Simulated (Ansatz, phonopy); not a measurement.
# SiC (Moissanite 3C, F-43m) at temperature and pressure

How does compression alter the response of SiC (Moissanite 3C) to heat?

Main program and level: Ansatz 0.2.0; DFT RPBE, scalar-relativistic, plane waves, PAW.

Report form: the programs' logs are mostly left out.

### 1. The starting structure

The structure is cubic, space group F-43m (No. 216). The conventional cell has a = 4.358 Å, b = 4.358 Å, c = 4.358 Å, α = 90.00°, β = 90.00°, γ = 90.00°. Nearest to Si lie 4 C at 1.89 Å. Nearest to C lie 4 Si at 1.89 Å. Farther neighbours are not listed.

### 2. Probe on a coarse mesh

Before spending time, one coarse run tells the gap and the pressure of the starting cell.

Contents of input.yaml:

```yaml
crystal:
  lattice:
    - [0.0, 2.179, 2.179]
    - [2.179, 0.0, 2.179]
    - [2.179, 2.179, 0.0]
  atoms:
    - { symbol: Si, position: [0.0, 0.0, 0.0] }
    - { symbol: C, position: [0.25, 0.25, 0.25] }
kpoints:
  mp_grid: { grid: [8, 8, 8] }
hamiltonian:
  xc: rpbe
scf:
  occupations: { method: gaussian, width: 0.1 }
output:
  forces: true
  stress: true
  eigenvalues: true
```

Started as:

```
> ansatz run input.yaml --threads 4 --pin off --max-ram 8192MiB --backend cpu --events-out ev --progress --plain --runs-dir out
```

Wall time 1.5 s (4 threads of Intel Xeon Platinum 8488C (Sapphire Rapids), shared host); peak memory 0.33 GiB.

This step gave:

```
pressure          : 6.538 GPa
gap on the k-mesh : 1.370 eV
volume per atom   : 10.35 Å³
```

The start is under 6.5 GPa at this level and looks like an insulator or semiconductor on this mesh.

### 3. Relaxation

The vibrations must be taken about the equilibrium of this functional, not about the starting cell, so the structure is relaxed.

input.yaml, the sections that differ from step 2:

```yaml
kpoints:
  mp_grid: { grid: [10, 10, 10] }
scf:
  occupations: { method: gaussian, width: 0.02 }
relax:
  adjacent_minimum: "off"
  f_tol: 0.005
  max_steps: 80
  cell: { stress_tol: 0.05 }
# crystal, hamiltonian, output: as in step 2
```

Elapsed: 2.9 s, on 4 threads; peak memory 0.37 GiB.

Relaxation path:

| step | energy less that of the first step (eV) | largest force component (eV/Å) | pressure (GPa) | volume (Å³) |
| --- | --- | --- | --- | --- |
| 1 | 0.0000 | 0.0000 | 6.54 | 20.69 |
| 2 | -0.0091 | 0.0000 | 3.01 | 21.02 |
| 3 | -0.0115 | 0.0000 | 0.12 | 21.30 |
| 4 | -0.0115 | 0.0000 | 0.00 | 21.31 |
| 5* | -0.0125 | 0.0000 | 0.09 | 21.31 |
| 6 | -0.0125 | 0.0000 | 0.00 | 21.32 |
| 7* | -0.0125 | 0.0000 | 0.00 | 21.32 |

Relaxation steps marked * repeat the geometry before them on a plane-wave basis chosen anew for their cell, so energy and pressure can jump there.

The run keeps the 24 symmetry operations that it works with, so distortions that break them were not tested.

| conventional cell, symmetrised | before | after | change |
| --- | --- | --- | --- |
| a (Å) | 4.358 | 4.402 | +1.0 % |
| b (Å) | 4.358 | 4.402 | +1.0 % |
| c (Å) | 4.358 | 4.402 | +1.0 % |
| volume (Å³/atom) | 10.35 | 10.66 | +3.0 % |

Final coordinates:

```xyz
2
Lattice="0.0000 2.2009 2.2009 2.2009 0.0000 2.2009 2.2009 2.2009 0.0000" Properties=species:S:1:pos:R:3 pbc="T T T"
Si    0.0000    0.0000    0.0000
C     1.1004    1.1004    1.1004
```

This step gave:

```
pressure          : 4.50e-4 GPa
gap on the k-mesh : 1.399 eV
volume per atom   : 10.66 Å³
```

The relaxation ends with a pressure of 0.00 GPa.

### 4. Relaxing to small residual forces and stress

The thresholds are tightened for a last relaxation ahead of the phonons, and where mesh or smearing change with them the cell follows.

Contents of input.yaml:

```yaml
crystal:
  lattice:
    - [0.0, 2.2008869807, 2.2008869807]
    - [2.2008869807, 0.0, 2.2008869807]
    - [2.2008869807, 2.2008869807, 0.0]
  atoms:
    - { symbol: Si, position: [0.0, 0.0, 0.0] }
    - { symbol: C, position: [0.25, 0.25, 0.25] }
kpoints:
  mp_grid: { grid: [12, 12, 12] }
hamiltonian:
  xc: rpbe
scf:
  occupations: { method: fixed }
output:
  forces: true
  stress: true
  eigenvalues: true
relax:
  adjacent_minimum: "off"
  f_tol: 0.001
  max_steps: 60
  cell: { stress_tol: 0.01 }
```

The job ended after 1.1 s (4 threads; peak memory 0.34 GiB).

Little changed from the start: no atom moved by 0.005 Å and no cell edge by 0.1 %.

This step gave:

- pressure: -0.001849 GPa

The residual pressure is -0.0018 GPa, small enough for phonons.

### 5. Relaxation under pressure, pressure 2 GPa

The study at pressure needs a start near its own equilibrium, so the cell is first relaxed to that pressure.

Edit input.yaml of step 4 so:

```diff
@@ -22,2 +22,2 @@
   max_steps: 60
-  cell: { stress_tol: 0.01 }
+  cell: { stress_tol: 0.05, p_target: 2.0 }
```

It took 2.2 s on 4 threads; peak memory 0.36 GiB; 7.2 s of CPU time.

Step by step:

| step | energy less that of the first step (eV) | largest force component (eV/Å) | pressure (GPa) | volume (Å³) |
| --- | --- | --- | --- | --- |
| 1 | 0.0000 | 0.0000 | 0.00 | 21.32 |
| 2 | 0.0002 | 0.0000 | 1.09 | 21.21 |
| 3 | 0.0010 | 0.0000 | 2.01 | 21.12 |
| 4* | 0.0012 | 0.0000 | 1.99 | 21.12 |

Relaxation steps marked * repeat the geometry before them on a plane-wave basis chosen anew for their cell, so energy and pressure can jump there.

Forces are held to the 24 operations that the run works with; a distortion that breaks them can't arise in this run.

| conventional cell, symmetrised | before | after | change |
| --- | --- | --- | --- |
| a (Å) | 4.402 | 4.388 | -0.3 % |
| b (Å) | 4.402 | 4.388 | -0.3 % |
| c (Å) | 4.402 | 4.388 | -0.3 % |
| volume (Å³/atom) | 10.66 | 10.56 | -0.9 % |

The relaxed structure:

```xyz
2
Lattice="0.0000 2.1939 2.1939 2.1939 0.0000 2.1939 2.1939 2.1939 0.0000" Properties=species:S:1:pos:R:3 pbc="T T T"
Si    0.0000    0.0000    0.0000
C     1.0970    1.0970    1.0970
```

This step gave:

```yaml
pressure: 1.989 GPa
gap_on_the_k_mesh: 1.390 eV
volume_per_atom: 10.56 Å³
```

### 6. Phonons on strained cells, pressure 2 GPa

Thermal expansion follows from how the free energy of the vibrations (and of the electrons in a metal) changes with strain, so the program makes strained cells, their phonons and a fit in one run.

input.yaml, the sections that differ from step 5:

```yaml
crystal:
  lattice:
    - [0.0, 2.1939270249, 2.1939270249]
    - [2.1939270249, 0.0, 2.1939270249]
    - [2.1939270249, 2.1939270249, 0.0]
  atoms:
    - { symbol: Si, position: [0.0, 0.0, 0.0] }
    - { symbol: C, position: [0.25, 0.25, 0.25] }
output:
  eigenvalues: true
phonons:
  method: dfpt
  qmesh: [4, 4, 4]
  temperatures: { t_max: 1200.0, t_step: 50 }
  thermal_expansion: { pressure: 2.0 }
# kpoints, hamiltonian, scf: as in step 5
# relax: removed
```

It took 6 min on 4 threads; peak memory 1.2 GiB; 22 min of CPU time.

Numbers from this step:

```yaml
pressure: 1.987 GPa
volume_expansion_coefficient_at_298_k: 7.74 1e-6/K
c_p_at_298_k: 13.86 J/mol-atom/K
entropy_at_298_k: 8.777 J/mol-atom/K
isothermal_bulk_modulus_at_298_k: 208 GPa
grueneisen_parameter_at_298_k: 0.7463
volume_at_298_k: 10.65 Å³/atom
principal_linear_expansion_coefficients_at_298_k: 2.58, 2.58, 2.58 1e-6/K
```

Strained cells of the study; zero-point energy where phonons were solved; the pressures are stresses at a fixed cutoff and can carry an offset from the finite basis. Expansion cells, by row:

| cell | \|a\| (Å) | \|b\| (Å) | \|c\| (Å) | V (Å³/atom) | E - E_lowest (meV/atom) | pressure, compression positive (GPa) | gap (eV) | zero-point energy (meV/atom) |
| --- | --- | --- | --- | --- | --- | --- | --- | --- |
| 1 | 3.103 | 3.103 | 3.103 | 10.56 | 0.617 | 1.981 | 1.39 | - |
| 2 | 3.127 | 3.127 | 3.127 | 10.82 | 1.407 | -2.887 | 1.413 | - |
| 3 | 3.078 | 3.078 | 3.078 | 10.31 | 7.791 | 7.326 | 1.367 | - |
| 4 | 3.103 | 3.103 | 3.103 | 10.56 | 0.602 | 1.955 | 1.39 | 108 |
| 5 | 3.118 | 3.118 | 3.118 | 10.72 | 0.212 | -1.144 | 1.405 | 106.3 |
| 6 | 3.113 | 3.113 | 3.113 | 10.67 | 0 | -0.119 | 1.4 | 106.9 |
| 7 | 3.123 | 3.123 | 3.123 | 10.77 | 0.741 | -2.112 | 1.409 | 105.7 |
| 8 | 3.134 | 3.134 | 3.134 | 10.88 | 2.799 | -4.028 | 1.418 | 104.6 |
| 9 | 3.072 | 3.072 | 3.072 | 10.25 | 10.83 | 8.721 | 1.361 | - |
| 10 | 3.087 | 3.087 | 3.087 | 10.4 | 4.11 | 5.241 | 1.376 | - |
| 11 | 3.149 | 3.149 | 3.149 | 11.04 | 8.298 | -6.76 | 1.432 | - |

Quasi-harmonic; a, b, c are the run's own cell vectors. Expansion, by row:

| T (K) | a (Å) | b (Å) | c (Å) | alpha (deg) | beta (deg) | gamma (deg) | cell volume (Å³/cell) | alpha_a (1e-6/K) | alpha_b (1e-6/K) | alpha_c (1e-6/K) | alpha_V (1e-6/K) | C_P (J/mol-atom/K) | C_V (J/mol-atom/K) | S (J/mol-atom/K) | B_T (GPa) | B_S (GPa) | Grueneisen | extrapolation | fit error (1e-6/K) |
| --- | --- | --- | --- | --- | --- | --- | --- | --- | --- | --- | --- | --- | --- | --- | --- | --- | --- | --- | --- |
| 0 | 3.111 | 3.111 | 3.111 | 60 | 60 | 60 | 21.29 | 0 | 0 | 0 | 0 | 0 | 0 | 0 | 209.2 | 209.2 | - | 0 | 0 |
| 50 | 3.111 | 3.111 | 3.111 | 60 | 60 | 60 | 21.29 | 0.02 | 0.02 | 0.02 | 0.06 | 0.273 | 0.273 | 0.078 | 209.2 | 209.2 | 0.315 | 0 | 0 |
| 100 | 3.111 | 3.111 | 3.111 | 60 | 60 | 60 | 21.29 | 0.22 | 0.22 | 0.22 | 0.65 | 2.335 | 2.335 | 0.791 | 209.2 | 209.2 | 0.373 | 0 | 0 |
| 150 | 3.111 | 3.111 | 3.111 | 60 | 60 | 60 | 21.29 | 0.66 | 0.66 | 0.66 | 1.99 | 5.418 | 5.417 | 2.309 | 209.1 | 209.1 | 0.494 | 0 | 0 |
| 200 | 3.111 | 3.111 | 3.111 | 60 | 60 | 60 | 21.29 | 1.3 | 1.3 | 1.3 | 3.9 | 8.596 | 8.592 | 4.305 | 208.8 | 208.9 | 0.608 | 0 | 0 |
| 250 | 3.111 | 3.111 | 3.111 | 60 | 60 | 60 | 21.3 | 1.98 | 1.98 | 1.98 | 5.94 | 11.5 | 11.48 | 6.543 | 208.4 | 208.7 | 0.692 | 0 | 0 |
| 298.1 | 3.112 | 3.112 | 3.112 | 60 | 60 | 60 | 21.31 | 2.58 | 2.58 | 2.58 | 7.74 | 13.86 | 13.84 | 8.776 | 208 | 208.4 | 0.746 | 0 | 0 |
| 300 | 3.112 | 3.112 | 3.112 | 60 | 60 | 60 | 21.31 | 2.6 | 2.6 | 2.6 | 7.8 | 13.95 | 13.92 | 8.862 | 208 | 208.3 | 0.748 | 0 | 0 |
| 350 | 3.112 | 3.112 | 3.112 | 60 | 60 | 60 | 21.32 | 3.13 | 3.13 | 3.13 | 9.38 | 15.93 | 15.89 | 11.17 | 207.4 | 208 | 0.786 | 0 | 0.01 |
| 400 | 3.113 | 3.113 | 3.113 | 60 | 60 | 60 | 21.33 | 3.56 | 3.56 | 3.56 | 10.67 | 17.5 | 17.44 | 13.4 | 206.9 | 207.6 | 0.812 | 0 | 0.01 |
| 450 | 3.113 | 3.113 | 3.113 | 60 | 60 | 60 | 21.34 | 3.9 | 3.9 | 3.9 | 11.71 | 18.75 | 18.67 | 15.54 | 206.2 | 207.2 | 0.831 | 0 | 0.01 |
| 500 | 3.114 | 3.114 | 3.114 | 60 | 60 | 60 | 21.35 | 4.19 | 4.19 | 4.19 | 12.57 | 19.75 | 19.65 | 17.57 | 205.6 | 206.7 | 0.845 | 0 | 0.01 |
| 550 | 3.115 | 3.115 | 3.115 | 60 | 60 | 60 | 21.37 | 4.42 | 4.42 | 4.42 | 13.27 | 20.55 | 20.43 | 19.49 | 204.9 | 206.2 | 0.856 | 0 | 0.01 |
| 600 | 3.115 | 3.115 | 3.115 | 60 | 60 | 60 | 21.38 | 4.61 | 4.61 | 4.61 | 13.84 | 21.21 | 21.05 | 21.3 | 204.3 | 205.8 | 0.865 | 0 | 0.01 |
| 650 | 3.116 | 3.116 | 3.116 | 60 | 60 | 60 | 21.39 | 4.78 | 4.78 | 4.78 | 14.33 | 21.74 | 21.57 | 23.02 | 203.6 | 205.2 | 0.872 | 0 | 0.01 |
| 700 | 3.117 | 3.117 | 3.117 | 60 | 60 | 60 | 21.41 | 4.92 | 4.92 | 4.92 | 14.75 | 22.19 | 21.99 | 24.65 | 202.9 | 204.8 | 0.877 | 0 | 0.01 |
| 750 | 3.118 | 3.118 | 3.118 | 60 | 60 | 60 | 21.43 | 5.03 | 5.03 | 5.03 | 15.1 | 22.56 | 22.34 | 26.2 | 202.2 | 204.2 | 0.882 | 0 | 0.01 |
| 800 | 3.118 | 3.118 | 3.118 | 60 | 60 | 60 | 21.44 | 5.14 | 5.14 | 5.14 | 15.41 | 22.88 | 22.63 | 27.66 | 201.5 | 203.7 | 0.886 | 0 | 0.01 |
| 850 | 3.119 | 3.119 | 3.119 | 60 | 60 | 60 | 21.46 | 5.23 | 5.23 | 5.23 | 15.68 | 23.15 | 22.88 | 29.06 | 200.8 | 203.2 | 0.889 | 0 | 0 |
| 900 | 3.12 | 3.12 | 3.12 | 60 | 60 | 60 | 21.48 | 5.31 | 5.31 | 5.31 | 15.93 | 23.39 | 23.09 | 30.39 | 200.1 | 202.7 | 0.892 | 0 | 0 |
| 950 | 3.121 | 3.121 | 3.121 | 60 | 60 | 60 | 21.49 | 5.38 | 5.38 | 5.38 | 16.15 | 23.59 | 23.27 | 31.66 | 199.4 | 202.1 | 0.895 | 0 | 0.01 |
| 1000 | 3.122 | 3.122 | 3.122 | 60 | 60 | 60 | 21.51 | 5.45 | 5.45 | 5.45 | 16.35 | 23.78 | 23.43 | 32.87 | 198.7 | 201.6 | 0.898 | 0 | 0.01 |
| 1050 | 3.123 | 3.123 | 3.123 | 60 | 60 | 60 | 21.53 | 5.51 | 5.51 | 5.51 | 16.53 | 23.94 | 23.57 | 34.04 | 197.9 | 201.1 | 0.9 | 0 | 0.01 |
| 1100 | 3.123 | 3.123 | 3.123 | 60 | 60 | 60 | 21.55 | 5.57 | 5.57 | 5.57 | 16.7 | 24.08 | 23.69 | 35.16 | 197.2 | 200.5 | 0.902 | 0 | 0.01 |
| 1150 | 3.124 | 3.124 | 3.124 | 60 | 60 | 60 | 21.56 | 5.62 | 5.62 | 5.62 | 16.86 | 24.21 | 23.79 | 36.23 | 196.5 | 200 | 0.904 | 0 | 0.02 |
| 1200 | 3.125 | 3.125 | 3.125 | 60 | 60 | 60 | 21.58 | 5.67 | 5.67 | 5.67 | 17 | 24.33 | 23.89 | 37.26 | 195.8 | 199.4 | 0.906 | 0 | 0.02 |

Expansion coefficient against temperature; values in 1e-6/K:

| temperature (K) | volume | principal 1 |
| --- | --- | --- |
| 0 | 0 | 0 |
| 50 | 0.06 | 0.02 |
| 100 | 0.65 | 0.22 |
| 200 | 3.9 | 1.3 |
| 250 | 5.94 | 1.98 |
| 298 | 7.74 | 2.58 |
| 300 | 7.8 | 2.6 |
| 350 | 9.38 | 3.13 |
| 450 | 11.7 | 3.9 |
| 500 | 12.6 | 4.19 |
| 550 | 13.3 | 4.42 |
| 600 | 13.8 | 4.61 |
| 650 | 14.3 | 4.78 |
| 700 | 14.8 | 4.92 |
| 800 | 15.4 | 5.14 |
| 850 | 15.7 | 5.23 |
| 900 | 15.9 | 5.31 |
| 950 | 16.1 | 5.38 |
| 1000 | 16.4 | 5.45 |
| 1100 | 16.7 | 5.57 |
| 1150 | 16.9 | 5.62 |
| 1200 | 17 | 5.67 |

At 298 K the volume expansion is 7.74 × 10⁻⁶/K and B_T is 208 GPa. The program raised the cutoff to 487.2 eV by itself: with no cutoff typed, the study takes about 1.16 times the default for its relaxations and scales it with the volume for the phonons.

### 7. Quasi-harmonic fit by phonopy

This step: DFT RPBE, scalar-relativistic, plane waves, PAW (phonopy 4.10.0).

This step gave:

```yaml
volume_expansion_coefficient_at_300_k: 7.76 1e-6/K
isothermal_bulk_modulus_at_300_k: 208.0 GPa
c_p_at_300_k: 13.91 J/mol-atom/K
grueneisen_parameter_at_300_k: 0.743
```

Energy (each curve on its own zero) against volume; values in meV/atom:

| volume (Å³/atom) | static | F at 0 K | F at 300 K | F at 1200 K |
| --- | --- | --- | --- | --- |
| 10.561 | 0.6 | 2.27 | 2.44 | 5.01 |
| 10.666 | 0 | 0.55 | 0.61 | 1.49 |
| 10.721 | 0.21 | 0.2 | 0.2 | 0.2 |
| 10.773 | 0.74 | 0.19 | 0.13 | -0.72 |
| 10.880 | 2.8 | 1.14 | 0.97 | -1.64 |

At 2 GPa: the fit is of F + PV, and the F(V) shown holds no PV. Qha vinet, by row:

| T (K) | fitted volume (Å³/atom) | alpha_V (1e-6/K) | B_T (GPa) | C_P (J/mol-atom/K) | Grueneisen |
| --- | --- | --- | --- | --- | --- |
| 100 | 10.64 | 0.78 | 209.2 | 2.277 | 0.4467 |
| 150 | 10.65 | 2.09 | 209.1 | 5.345 | 0.5173 |
| 200 | 10.65 | 3.92 | 208.8 | 8.532 | 0.6116 |
| 250 | 10.65 | 5.91 | 208.4 | 11.45 | 0.6882 |
| 300 | 10.65 | 7.76 | 208 | 13.91 | 0.7434 |
| 350 | 10.66 | 9.33 | 207.4 | 15.9 | 0.782 |
| 400 | 10.66 | 10.63 | 206.9 | 17.49 | 0.8093 |
| 450 | 10.67 | 11.68 | 206.3 | 18.75 | 0.8291 |
| 500 | 10.68 | 12.54 | 205.6 | 19.75 | 0.8438 |
| 550 | 10.68 | 13.24 | 205 | 20.56 | 0.855 |
| 600 | 10.69 | 13.83 | 204.3 | 21.21 | 0.8638 |
| 650 | 10.7 | 14.32 | 203.6 | 21.75 | 0.8708 |
| 700 | 10.71 | 14.73 | 202.9 | 22.2 | 0.8766 |
| 750 | 10.71 | 15.09 | 202.2 | 22.57 | 0.8814 |
| 800 | 10.72 | 15.4 | 201.6 | 22.89 | 0.8856 |
| 850 | 10.73 | 15.68 | 200.8 | 23.16 | 0.8891 |
| 900 | 10.74 | 15.92 | 200.2 | 23.4 | 0.8923 |
| 950 | 10.75 | 16.14 | 199.4 | 23.6 | 0.8951 |
| 1000 | 10.76 | 16.34 | 198.7 | 23.78 | 0.8976 |
| 1050 | 10.76 | 16.52 | 198 | 23.94 | 0.8999 |

The volume expansion coefficient by temperature; values in 1e-6/K:

| temperature (K) | phonopy-qha, Vinet | Ansatz's own study |
| --- | --- | --- |
| 100 | 0.78 | 0.65 |
| 150 | 2.09 | 1.99 |
| 200 | 3.92 | 3.9 |
| 250 | 5.91 | 5.94 |
| 300 | 7.76 | 7.8 |
| 350 | 9.33 | 9.38 |
| 400 | 10.6 | 10.7 |
| 450 | 11.7 | 11.7 |
| 500 | 12.5 | 12.6 |
| 550 | 13.2 | 13.3 |
| 600 | 13.8 | 13.8 |
| 650 | 14.3 | 14.3 |
| 700 | 14.7 | 14.8 |
| 750 | 15.1 | 15.1 |
| 800 | 15.4 | 15.4 |
| 850 | 15.7 | 15.7 |
| 900 | 15.9 | 15.9 |
| 950 | 16.1 | 16.1 |
| 1000 | 16.3 | 16.4 |
| 1050 | 16.5 | 16.5 |

The fit gives a volume expansion of 7.76 × 10⁻⁶/K at 300 K, against 7.74 at 298 K from the study itself, whose static fit uses more cells.

### 8. Relaxation under pressure, pressure 10 GPa

This step: DFT RPBE, scalar-relativistic, plane waves, PAW (Ansatz 0.2.0).

Contents of input.yaml:

```yaml
crystal:
  lattice:
    - [0.0, 2.2008869807, 2.2008869807]
    - [2.2008869807, 0.0, 2.2008869807]
    - [2.2008869807, 2.2008869807, 0.0]
  atoms:
    - { symbol: Si, position: [0.0, 0.0, 0.0] }
    - { symbol: C, position: [0.25, 0.25, 0.25] }
kpoints:
  mp_grid: { grid: [12, 12, 12] }
hamiltonian:
  xc: rpbe
scf:
  occupations: { method: fixed }
output:
  forces: true
  stress: true
  eigenvalues: true
relax:
  adjacent_minimum: "off"
  f_tol: 0.001
  max_steps: 60
  cell: { stress_tol: 0.05, p_target: 10.0 }
```

It took 3.7 s on 4 threads; peak memory 0.37 GiB; 12 s of CPU time.

The steps of the relaxation:

| step | energy less that of the first step (eV) | largest force component (eV/Å) | pressure (GPa) | volume (Å³) |
| --- | --- | --- | --- | --- |
| 1 | 0.0000 | 0.0000 | 0.00 | 21.32 |
| 2 | 0.0087 | 0.0000 | 5.69 | 20.77 |
| 3 | 0.0278 | 0.0000 | 10.27 | 20.38 |
| 4 | 0.0263 | 0.0000 | 9.99 | 20.40 |
| 5* | 0.0274 | 0.0000 | 9.89 | 20.40 |
| 6 | 0.0279 | 0.0000 | 10.00 | 20.39 |
| 7* | 0.0280 | 0.0000 | 10.00 | 20.39 |

Relaxation steps marked * repeat the geometry before them on a plane-wave basis chosen anew for their cell, so energy and pressure can jump there.

Forces are held to the 24 operations that the run works with; a distortion that breaks them can't arise in this run.

| conventional cell, symmetrised | before | after | change |
| --- | --- | --- | --- |
| a (Å) | 4.402 | 4.337 | -1.5 % |
| b (Å) | 4.402 | 4.337 | -1.5 % |
| c (Å) | 4.402 | 4.337 | -1.5 % |
| volume (Å³/atom) | 10.66 | 10.20 | -4.4 % |

The relaxed structure:

```
Si C
1.0
     0.00000    2.16843    2.16843
     2.16843    0.00000    2.16843
     2.16843    2.16843    0.00000
Si C
1 1
Direct
  0.00000 0.00000 0.00000
  0.25000 0.25000 0.25000
```

This step gave:

```yaml
pressure: 9.998 GPa
gap_on_the_k_mesh: 1.356 eV
volume_per_atom: 10.20 Å³
```

(Continued in part 2 of 2.)

[Logs are printed without paths, hosts, clocks, repeated set-up lines and the standing remarks that a program may print on its own settings, such as how far it seeks lower states.]

[Hosts, paths, dates, database ids (printed as entryN), source tags and the programs' standing remarks are cut or masked in the printed files.]

[A step with changed settings may run another functional than the one named; its input shows which.]
